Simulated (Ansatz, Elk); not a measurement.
# Bonding as seen by X-rays: ZrC2, part 2 of 2

The structure of ZrC2 used here is made up (a known structure type with other elements) and was relaxed beforehand with PBE. The aim is the Fourier transform of its all-electron density, F(hkl), set beside the sum over free spherical atoms that refinements use.

Elk 11.2.3 (patched build); all-electron DFT.

So far: Set-up; Ground state and structure factors; The highest occupied states alone.

The structure was built from a prototype and need not be the compound's stable phase.

**4. Another functional**

Level of this step: DFT, LDA (Perdew-Wang), all-electron APW+lo, Dirac cores, scalar-relativistic bands, static density, no spin (Elk).

The difference from free atoms is small, so it is set against the change that LDA (Perdew-Wang) makes.

File elk.in:

```
tasks
  0
  195

xctype
  3

spinpol
  .false.

rgkmax
  7.0

gmaxvr
  14.0

lmaxo
  7

lmaxapw
  8

swidth
  0.002

tshift
  .false.

ramdisk
  .false.

hmaxvr
  5.5

maxscl
  120

epspot
  1e-06

sppath
  './'

avec
  6.07554120134 0.00000000000 0.00000000000
  -3.03777060067 5.26157302210 0.00000000000
  0.00000000000 0.00000000000 6.21437242198

atoms
  2
  'Zr.in'
  1
  -0.0000000000 -0.0000000000 0.0000000000   0.000000 0.000000 0.000000
  'C.in'
  2
  0.6666666667 0.3333333333 0.5000000000   0.000000 0.000000 0.000000
  0.3333333333 0.6666666667 0.5000000000   0.000000 0.000000 0.000000

ngridk
  8 8 7
```

On the command line:

```
> OMP_NUM_THREADS=4 elk
```

Numbers of over 12 decimals in the logs are rounded to 6 here.

What it wrote:

```text
┌─────────────────────────┐
│ Elk code version 11.2.3 │
└─────────────────────────┘

All units are atomic (Hartree, Bohr, etc.)

┌─────────────────────────────────────────────────┐
│ Ground-state run starting from atomic densities │
└─────────────────────────────────────────────────┘

Lattice vectors :
   6.075541201       0.000000000       0.000000000
  -3.037770601       5.261573022       0.000000000
   0.000000000       0.000000000       6.214372422

Reciprocal lattice vectors :
   1.034177055      0.5970824011      -0.000000000
[...]
valence                     :    20.00000000
 interstitial                :    3.819525475
 muffin-tins (core leakage)
  species : 1 (Zr)
[...]
species : 2 (C)
   atom 1                    :    4.966213958     (  0.3200847488E-05)
   atom 2                    :    4.966213958     (  0.3200847488E-05)
 total in muffin-tins        :    48.18047452
 total calculated charge     :    51.99947251
 total charge                :    52.00000000
 error                       :   0.5274905849E-03

┌──────────────────────────────┐
│ Self-consistent loop stopped │
└──────────────────────────────┘

Wrote STATE.OUT
[key lines of the parts left out:]
total energy                :     -3670.8607479743
```

It took 5.7 s on 4 threads of Arm Neoverse V1, shared host; peak memory 0.18 GiB.

Against the first run R = 0.04 %; the largest change is -0.026 at 304.

**5. Basis size**

The basis and the expansions that go with it are enlarged, to see whether the differences are converged.

Changes to elk.in since step 4:

```diff
@@ -5,3 +5,3 @@
 xctype
-  3
+  20
 
@@ -11,12 +11,12 @@
 rgkmax
-  7.0
+  8.5
 
 gmaxvr
-  14.0
+  18.0
 
 lmaxo
-  7
+  9
 
 lmaxapw
-  8
+  10
```

On the command line:

```
> OMP_NUM_THREADS=4 elk
```

What it wrote:

```text
┌─────────────────────────┐
│ Elk code version 11.2.3 │
└─────────────────────────┘

All units are atomic (Hartree, Bohr, etc.)

┌─────────────────────────────────────────────────┐
│ Ground-state run starting from atomic densities │
└─────────────────────────────────────────────────┘

Lattice vectors :
   6.075541201       0.000000000       0.000000000
  -3.037770601       5.261573022       0.000000000
   0.000000000       0.000000000       6.214372422

Reciprocal lattice vectors :
   1.034177055      0.5970824011      -0.000000000
[...]
valence                     :    20.00000000
 interstitial                :    3.816646889
 muffin-tins (core leakage)
  species : 1 (Zr)
[...]
species : 2 (C)
   atom 1                    :    4.980100118     (  0.6610031131E-05)
   atom 2                    :    4.980100118     (  0.6610031131E-05)
 total in muffin-tins        :    48.18335311
 total calculated charge     :    51.99989593
 total charge                :    52.00000000
 error                       :   0.1040744212E-03

┌──────────────────────────────┐
│ Self-consistent loop stopped │
└──────────────────────────────┘

Wrote STATE.OUT
[key lines of the parts left out:]
total energy                :     -3675.3383081957
```

Elapsed: 20 s, on 4 threads; peak memory 0.18 GiB; 57 s of CPU time.

Against the first run R = 0.01 %; the largest change is -0.009 at 004.

**6. A coarser k-mesh**

About half the k-points along each axis test the sampling.

Changes to elk.in since step 5:

```diff
@@ -11,12 +11,12 @@
 rgkmax
-  8.5
+  7.0
 
 gmaxvr
-  18.0
+  14.0
 
 lmaxo
-  9
+  7
 
 lmaxapw
-  10
+  8
 
@@ -59,2 +59,2 @@
 ngridk
-  8 8 7
+  4 4 4
```

On the command line:

```
> OMP_NUM_THREADS=4 elk
```

What it wrote:

```text
┌─────────────────────────┐
│ Elk code version 11.2.3 │
└─────────────────────────┘

All units are atomic (Hartree, Bohr, etc.)

┌─────────────────────────────────────────────────┐
│ Ground-state run starting from atomic densities │
└─────────────────────────────────────────────────┘

Lattice vectors :
   6.075541201       0.000000000       0.000000000
  -3.037770601       5.261573022       0.000000000
   0.000000000       0.000000000       6.214372422

Reciprocal lattice vectors :
   1.034177055      0.5970824011      -0.000000000
[...]
valence                     :    20.00000000
 interstitial                :    3.826737737
 muffin-tins (core leakage)
  species : 1 (Zr)
[...]
species : 2 (C)
   atom 1                    :    4.971239593     (  0.6599386315E-05)
   atom 2                    :    4.971239593     (  0.6599386315E-05)
 total in muffin-tins        :    48.17326226
 total calculated charge     :    51.99946553
 total charge                :    52.00000000
 error                       :   0.5344713450E-03

┌──────────────────────────────┐
│ Self-consistent loop stopped │
└──────────────────────────────┘

Wrote STATE.OUT
[key lines of the parts left out:]
total energy                :     -3675.3344356679
```

Run time: 5.9 s. Hardware: 4 threads; peak memory 0.18 GiB; 12 s of CPU time.

Against the first run R = 0.01 %; the largest change is +0.051 at 002.

**7. Settings against the effect**

| run | R against the first run (%) | R against neutral atoms, low angle (%) | wall time |
| --- | --- | --- | --- |
| PBE, rgkmax 7 | 0.00 | 0.36 | 9.4 s |
| LDA (Perdew-Wang) | 0.04 | 0.36 | 5.7 s |
| rgkmax 8.5 with larger expansions | 0.01 | 0.36 | 20 s |
| k-mesh 4×4×4 | 0.01 | 0.36 | 5.9 s |

**8. Outcome**

```
R against neutral atoms, sin θ/λ < 0.3 Å⁻¹ : 0.36 %
R against neutral atoms, 0.3 to 0.82 Å⁻¹   : 0.22 %
```

What this shows: Independent neutral atoms miss the calculated amplitudes by R = 0.36 % below 0.3 Å⁻¹ and 0.22 % from there to 0.82 Å⁻¹; by shells, 0.36 % 0.15 to 0.3 (3 forms), 0.31 % 0.3 to 0.45 (7 forms), 0.20 % above 0.45 (36 forms). Bonding, aspherical density and the tables' own atoms all enter these figures, and the runs don't part them. The largest change of an amplitude is -0.24 electrons, at 100. The window's part falls from 9.8 electrons at the origin to at most 0.11 between 0.45 and 0.82 Å⁻¹. Below 0.3 Å⁻¹ the changes that finished (LDA (Perdew-Wang), rgkmax 8.5 with larger expansions and k-mesh 4×4×4) move F by R = 0.03 % at most, against the 0.36 % that separates it from free atoms. Part of the difference isn't bonding: the tables are fits to free atoms and ions calculated by other methods than this functional. Thermal motion, anomalous dispersion and extinction are left out.

[Logs are printed without paths, hosts, clocks, repeated set-up lines and the standing remarks that a program may print on its own settings, such as how far it seeks lower states.]

[Hosts, paths, dates, database ids (printed as entryN), source tags and the programs' standing remarks are cut or masked in the printed files.]
